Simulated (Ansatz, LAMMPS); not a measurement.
# Gap against volume in glassy 56SiO2-26Al2O3-18BaO (mol %) (114 atoms)

Density of this cell: 2.95 g/cm³. The cell holds 114 atoms: 19 Si, 18 Al, 6 Ba and 71 O. Its edges and angles: a = 11.891 Å, b = 11.718 Å, c = 12.048 Å, α = 93.2°, β = 88.2°, γ = 91.4°. The starting structure: 114 atoms (19 Si, 18 Al, 6 Ba, 71 O) placed at random at 3.09 g/cm³, melted at 4000 K for 10 ps at fixed volume with the Morse and Coulomb pair potential with partial charges (Pedone, Malavasi, Menziani, Cormack and Segre, J. Phys. Chem. B 110, 11780 (2006)). Quenched from 4000 K to 300 K at 20 K/ps and fixed volume, held 10 ps at zero pressure, then minimised at fixed cell.

Calculated with Ansatz 0.2.0: Kohn-Sham DFT, RPBE, PAW (set soft_2), plane waves; cutoff 420 eV, Γ point, fixed occupations. The relaxed cell was scaled evenly and the atoms were relaxed at each volume. The gap is that between the highest filled and the lowest empty Kohn-Sham level on the run's k-points.

| volume (Å³/atom) | gap (eV) |
| --- | --- |
| 13.222 | 4.201 |
| 13.810 | ? |
| 14.251 | 4.129 |
| 14.691 | 4.001 |
| 15.132 | 3.839 |
| 15.573 | 3.531 |

**Question.** Fit a straight line in ln V to the rows given and interpolate to the withheld row.

Worked fit:

A volume deformation potential makes the spacing linear in u = ln(V/V0), with V0 = 14.691 Å³ the relaxed volume; v is the spacing.

```
u = ln(V/V0)  v (eV)
   -0.105361  4.2013
  -0.0304591  4.1291
           0  4.0013
   0.0295579   3.839
   0.0582687  3.5315
```

With n = 5: mean u = -0.00959860, mean v = 3.94044, Σ(u − ū)² = 0.015837, Σ(u − ū)(v − v̄) = -0.060058. Slope b = -0.060058 / 0.015837 = -3.7923; intercept a = v̄ − b ū = 3.9040.

At the withheld volume u = -0.06188, and v = a + b u.

Prediction at 13.810: 4.139 eV. The run gave 4.228 eV, so the fit is low by 0.089 eV (2.1 % of the value).

The rows follow a line only loosely (correlation 0.91 in size over all rows, under the 0.97 asked here), so the slope of -3.79 eV is a mean trend and no deformation potential. Among the rows given, the largest miss of the fit is at 15.573, by 0.15 eV (22 % of the range of the table).

Limits: The table spans 16 % in volume, wide for a linear law. Semilocal functionals tend to put gaps under measured ones. Only the Γ point is sampled. Atoms move by up to 1.2 Å in these relaxations, so the structure changes along the series. Defect or tail levels can set the spacing of a disordered cell. Spin–orbit coupling is left out, which matters for the levels of the heavy elements.

[Logs are printed without paths, hosts, clocks, repeated set-up lines and the standing remarks that a program may print on its own settings, such as how far it seeks lower states.]

[Hosts, paths, dates, database ids (printed as entryN), source tags and the programs' standing remarks are cut or masked in the printed files.]
